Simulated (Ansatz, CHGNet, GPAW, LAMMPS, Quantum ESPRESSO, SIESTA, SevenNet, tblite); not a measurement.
# Amorphous polyacrylonitrile (as short chains C14N4H18) at 540 K (108 atoms) in SIESTA, part 2 of 2

How do the settings of SIESTA change the result for amorphous polyacrylonitrile (as short chains C14N4H18) at 540 K (108 atoms)? A plane-wave run serves as the yardstick.

Program: SIESTA 5.4.2; the method stands at each step. Banners, paths, timers and routine set-up lines are dropped from the logs unmarked, and long logs keep their key lines alone; longer cuts are marked. The potentials were converted by us to PSML.

So far. Step 2 (PBE, DZP, shift 0.01 Ry, mesh 500 Ry): Forces lie 65 % from the reference's, at 5.0 times its CPU time (on 2 against 4 cores). Step 3 (PBE, SZ, shift 0.01 Ry, mesh 500 Ry): Against the first run (65 %), the force difference from the reference is 302 %, at 0.33 times the CPU time (on 1 against 2 cores), with 270 basis functions against 972: the smaller basis costs accuracy.

### Step 4. PBE, SZP, shift 0.01 Ry, mesh 500 Ry

Method: Kohn-Sham DFT, PBE, PseudoDojo 0.4.1 norm-conserving pseudopotentials (converted to PSML), numerical atomic orbitals (SZP), diagonalisation.

Input file input.fdf:

```
SystemLabel cell
NumberOfAtoms 108
NumberOfSpecies 3
%block ChemicalSpeciesLabel
  1 6 C
  2 7 N
  3 1 H
%endblock ChemicalSpeciesLabel
LatticeConstant 1.0 Ang
%block LatticeVectors
  10.87734 0.00000 0.00000
  0.00000 10.87734 0.00000
  0.00000 0.00000 10.87734
%endblock LatticeVectors
PAO.BasisSize SZP
PAO.EnergyShift 0.01 Ry
XC.Functional GGA
XC.Authors PBE
MeshCutoff 500 Ry
%block kgrid_Monkhorst_Pack
  1 0 0 0.0
  0 1 0 0.0
  0 0 1 0.0
%endblock kgrid_Monkhorst_Pack
SolutionMethod diagon
OccupationFunction FD
ElectronicTemperature 580 K
SCF.Mixer.Method Pulay
SCF.Mixer.Weight 0.15
SCF.Mixer.History 8
SCF.Mix Hamiltonian
MaxSCFIterations 300
SCF.DM.Tolerance 1e-04
SCF.H.Tolerance 1.0e-3 eV
WriteForces T
Write.HirshfeldPop T
Write.VoronoiPop T
Write.DM F
Write.H F
XML.Write F
AtomicCoordinatesFormat Fractional
%block AtomicCoordinatesAndAtomicSpecies
[... 108 atom lines left out: the same atoms as in the first run ...]
%endblock AtomicCoordinatesAndAtomicSpecies
```

On the command line:

```
> OMP_NUM_THREADS=1 mpirun -np 2 siesta < input.fdf > output.txt
```

The log of the run:

```text
Version         : 5.4.2
reinit: System Name:
reinit: System Label: cell
initatom: Reading input for the pseudopotentials and atomic orbitals ----------
Species number:   1 Atomic number:    6 Label: C
Species number:   2 Atomic number:    7 Label: N
Species number:   3 Atomic number:    1 Label: H
Ground state valence configuration (from tables):   2s02  2p02  3d00  4f00
Ground state valence configuration (from tables):   2s02  2p03  3d00  4f00
Ground state valence configuration (from tables):   1s01  2p00  3d00  4f00
---- Processing specs for species: C
GGA--PBE XC_GGA_X_PBE--XC_GGA_C_PBE pb
---- Processing specs for species: N
GGA--PBE XC_GGA_X_PBE--XC_GGA_C_PBE pb
---- Processing specs for species: H
GGA--PBE XC_GGA_X_PBE--XC_GGA_C_PBE pb
[... lines left out ...]
stepf: Fermi-Dirac step function
        iscf     Eharris(eV)        E_KS(eV)     FreeEng(eV)     dDmax    Ef(eV) dHmax(eV)
[... lines left out ...]
SCF Convergence by DM+H criterion
[... lines left out ...]
SCF cycle converged after 11 iterations
[... lines left out ...]
   Max    9.410696
[... lines left out ...]
   Max    9.410696    constrained
Stress tensor Voigt[x,y,z,yz,xz,xy] (kbar):     -123.34     -108.87      -82.79        2.38      -12.33       26.30
[... lines left out ...]
siesta: FreeEng =    -11028.444078
siesta: Final energy (eV):
siesta:  Band Struct. =   -3913.358131
siesta:       Kinetic =    7310.508297
siesta:       Hartree =    6934.418623
siesta:         Exch. =   -3531.624946
siesta:         Corr. =    -319.772479
siesta:   Exch.-corr. =   -3851.397425
siesta:  Ion-electron =  -20784.034215
siesta:       Ion-ion =    -637.939358
siesta:         Total =  -11028.444078
siesta:         Fermi =      -6.816477
siesta: Stress tensor (static) (eV/Ang**3):
siesta:    -0.076981    0.016415   -0.007696
siesta:     0.016415   -0.067954    0.001488
siesta:    -0.007696    0.001488   -0.051676
siesta: Cell volume =       1286.969075 Ang**3
siesta: Pressure (static):
siesta:                Solid            Molecule  Units
siesta:           0.00071379          0.00079104  Ry/Bohr**3
siesta:           0.06553701          0.07262986  eV/Ang**3
siesta:         105.00187220        116.36585692  kBar
    Orbital volume contribution        =          27.981253 eV
    (Free)E + p_basis*V_orbitals       =      -11000.462825 eV
    (Free)Eharris+ p_basis*V_orbitals  =      -11000.462827 eV
Hirshfeld Atomic Populations:
Atom #   charge [q] valence [e]  Species
     1    -0.104934    4.104934  C
     2    -0.051284    4.051284  C
     3     0.022767    3.977233  C
[...]
5    -0.144586    5.144586  N
[...]
9    -0.157624    5.157624  N
[...]
13    -0.145056    5.145056  N
[...]
19     0.018413    0.981587  H
    20     0.026161    0.973839  H
    21     0.027033    0.972967  H
[...]
--------------------
 Total    -0.000005
Voronoi Atomic Populations:
Atom #   charge [q] valence [e]  Species
[...]
85    -0.161194    5.161194  N
[...]
88     0.034897    3.965103  C
    89    -0.191335    5.191335  N
    90     0.019796    3.980204  C
[...]
107    -0.006739    1.006739  H
   108     0.006391    0.993609  H
--------------------
 Total    -0.000005
```

Wall time 97 s (2 MPI ranks of Arm Neoverse V1, shared host); peak memory 1.7 GiB.

Against the reference:

| Quantity | Value |
| --- | --- |
| r.m.s. force component | 2.151 eV/Å |
| r.m.s. difference of force components | 1882 meV/Å |
| longest difference of force vectors | 7650 meV/Å |
| force difference over r.m.s. force | 173.4 % |
| slope of forces against the reference's | 0.9613 |
| correlation of force components | 0.4849 |
| gap (highest filled to lowest empty level) | 5.79 eV |
| gap difference | 0.3402 eV |
| pressure | 10.5 GPa |
| pressure difference | 8.978 GPa |

This is a coarse setting, run to see what it loses.

Against the first run (65 %), the force difference from the reference is 173 %, at 0.80 times the CPU time, with 702 basis functions against 972: the smaller basis costs accuracy.

The difference per atom is largest on N (6.8 eV/Å on average, against 2.5 on C).

### Step 5. PBE, SZ, shift 0.02 Ry, mesh 500 Ry

Method: Kohn-Sham DFT, PBE, PseudoDojo 0.4.1 norm-conserving pseudopotentials (converted to PSML), numerical atomic orbitals (SZ), diagonalisation.

input.fdf: that of step 4 with these lines changed.

```diff
@@ -14,4 +14,4 @@
 %endblock LatticeVectors
-PAO.BasisSize SZP
-PAO.EnergyShift 0.01 Ry
+PAO.BasisSize SZ
+PAO.EnergyShift 0.02 Ry
 XC.Functional GGA
```

On the command line:

```
> OMP_NUM_THREADS=1 siesta < input.fdf > output.txt
```

The log of the run:

```text
Version         : 5.4.2
reinit: System Name:
reinit: System Label: cell
initatom: Reading input for the pseudopotentials and atomic orbitals ----------
Species number:   1 Atomic number:    6 Label: C
Species number:   2 Atomic number:    7 Label: N
Species number:   3 Atomic number:    1 Label: H
Ground state valence configuration (from tables):   2s02  2p02  3d00  4f00
[... lines left out ...]
SCF Convergence by DM+H criterion
[... lines left out ...]
SCF cycle converged after 11 iterations
[... lines left out ...]
   Max   12.793741
[... lines left out ...]
   Max   12.793741    constrained
Stress tensor Voigt[x,y,z,yz,xz,xy] (kbar):     -216.33     -191.86     -153.96        1.99      -18.53       39.47
[... lines left out ...]
siesta: FreeEng =    -10982.538769
[... lines left out ...]
siesta:         Fermi =      -3.556638
[... lines left out ...]
siesta:         187.38227049        214.88843319  kBar
[... lines left out ...]
    (Free)Eharris+ p_basis*V_orbitals  =      -10971.041971 eV
Hirshfeld Atomic Populations:
Atom #   charge [q] valence [e]  Species
     1    -0.059522    4.059522  C
     2    -0.012039    4.012039  C
     3     0.052012    3.947988  C
[...]
5    -0.133178    5.133178  N
[...]
9    -0.140306    5.140306  N
[...]
13    -0.135937    5.135937  N
[...]
19     0.006634    0.993366  H
    20     0.013645    0.986355  H
    21     0.015749    0.984251  H
[...]
--------------------
 Total     0.000002
Voronoi Atomic Populations:
Atom #   charge [q] valence [e]  Species
[...]
85    -0.138774    5.138774  N
[...]
88     0.009636    3.990364  C
    89    -0.165630    5.165630  N
    90     0.051273    3.948727  C
[...]
107    -0.019261    1.019261  H
   108    -0.005477    1.005477  H
--------------------
 Total     0.000002
```

The job ended after 68 s (1 thread; peak memory 0.71 GiB).

Against the reference:

```
r.m.s. force component                           : 3.118 eV/Å
r.m.s. difference of force components            : 2930 meV/Å
longest difference of force vectors              : 11680 meV/Å
force difference over r.m.s. force               : 270 %
slope of forces against the reference's          : 0.9823
correlation of force components                  : 0.3419
gap (highest filled to lowest empty level) : 5.942 eV
gap difference                                   : 0.492 eV
pressure                                         : 18.74 GPa
pressure difference                              : 17.22 GPa
```

This is a coarse setting, run to see what it loses.

Against the first run (65 %), the force difference from the reference is 270 %, at 0.28 times the CPU time (on 1 against 2 cores).

The difference per atom is largest on N (11 eV/Å on average, against 3.6 on C).

### Step 6. All runs compared

Differences are against the plane-wave reference, forces as r.m.s. over components; share is that over the reference's r.m.s. force, slope the least-squares factor from reference forces to these. Total energies of different programs have different zeros and aren't compared.

```tsv
run	Δ force, r.m.s. (meV/Å)	share (%)	slope	Δ pressure (GPa)	Δ gap (eV)	cores	CPU time	memory (GiB)
reference	-	-	-	-	-	4	49 s	1.2
SIESTA PBE, DZP, shift 0.01 Ry, mesh 500 Ry	710	65.4	1.023	3.29	0.194	2	4 min	1.8
SIESTA PBE, SZ, shift 0.01 Ry, mesh 500 Ry (coarse)	3273	302	0.940	18.7	0.457	1	79 s	0.79
SIESTA PBE, SZP, shift 0.01 Ry, mesh 500 Ry (coarse)	1882	173	0.961	8.98	0.340	2	3.2 min	1.7
SIESTA PBE, SZ, shift 0.02 Ry, mesh 500 Ry (coarse)	2930	270	0.982	17.2	0.492	1	68 s	0.71
```

Rows marked coarse were listed beforehand as settings not expected to be converged; some can still land near the reference.

CPU time is summed over cores on a shared host, where runs went side by side, so it is rough. Symmetry, cutoffs, thresholds, outputs and thread counts weren't matched or tuned between programs; memory under MPI is the largest rank's times the ranks.

### Step 7. Summary of results

```json
{
 "nearest in forces": "SIESTA PBE, DZP, shift 0.01 Ry, mesh 500 Ry, 65 %",
 "its CPU time": "4 min"
}
```

**Reading.** The PBE run in local orbitals, coarse settings apart, differs by 65 % (SIESTA PBE, DZP, shift 0.01 Ry, mesh 500 Ry); basis, grid and potentials can all enter, and differences of this size make the forces unusable. Runs with settings chosen to be coarse differ by 173 % (SIESTA PBE, SZP, shift 0.01 Ry, mesh 500 Ry) to 302 % (SIESTA PBE, SZ, shift 0.01 Ry, mesh 500 Ry), their programs' other errors included. None of the electronic-structure runs in the table takes under half the reference's CPU time of 49 s; they take 1.4 to 5.0 times as much. At the same functional, gaps differ from the reference's 5.45 eV by between +0.19 and +0.49 eV. In pressure, SIESTA PBE, SZ, shift 0.01 Ry, mesh 500 Ry misses by +18.7 GPa, at the same functional. The network of contacts between molecules at the start is that of the classical potential that made the cell, and needn't be the one that DFT or experiment would give. The reference's PBE has no dispersion term, which matters for the binding between molecules or layers. The density was typed from a rule of thumb and may lie off the real one at this temperature. The electronic-structure runs sample only Γ, in a cell whose shortest periodic width is 11 Å.

[Also dropped from logs without a mark: logging warnings of Python, and SIESTA's first energy breakdown and zero terms.]

[Logs are printed without paths, hosts, clocks, repeated set-up lines and the standing remarks that a program may print on its own settings, such as how far it seeks lower states.]

[Hosts, paths, dates, database ids (printed as entryN), source tags and the programs' standing remarks are cut or masked in the printed files.]
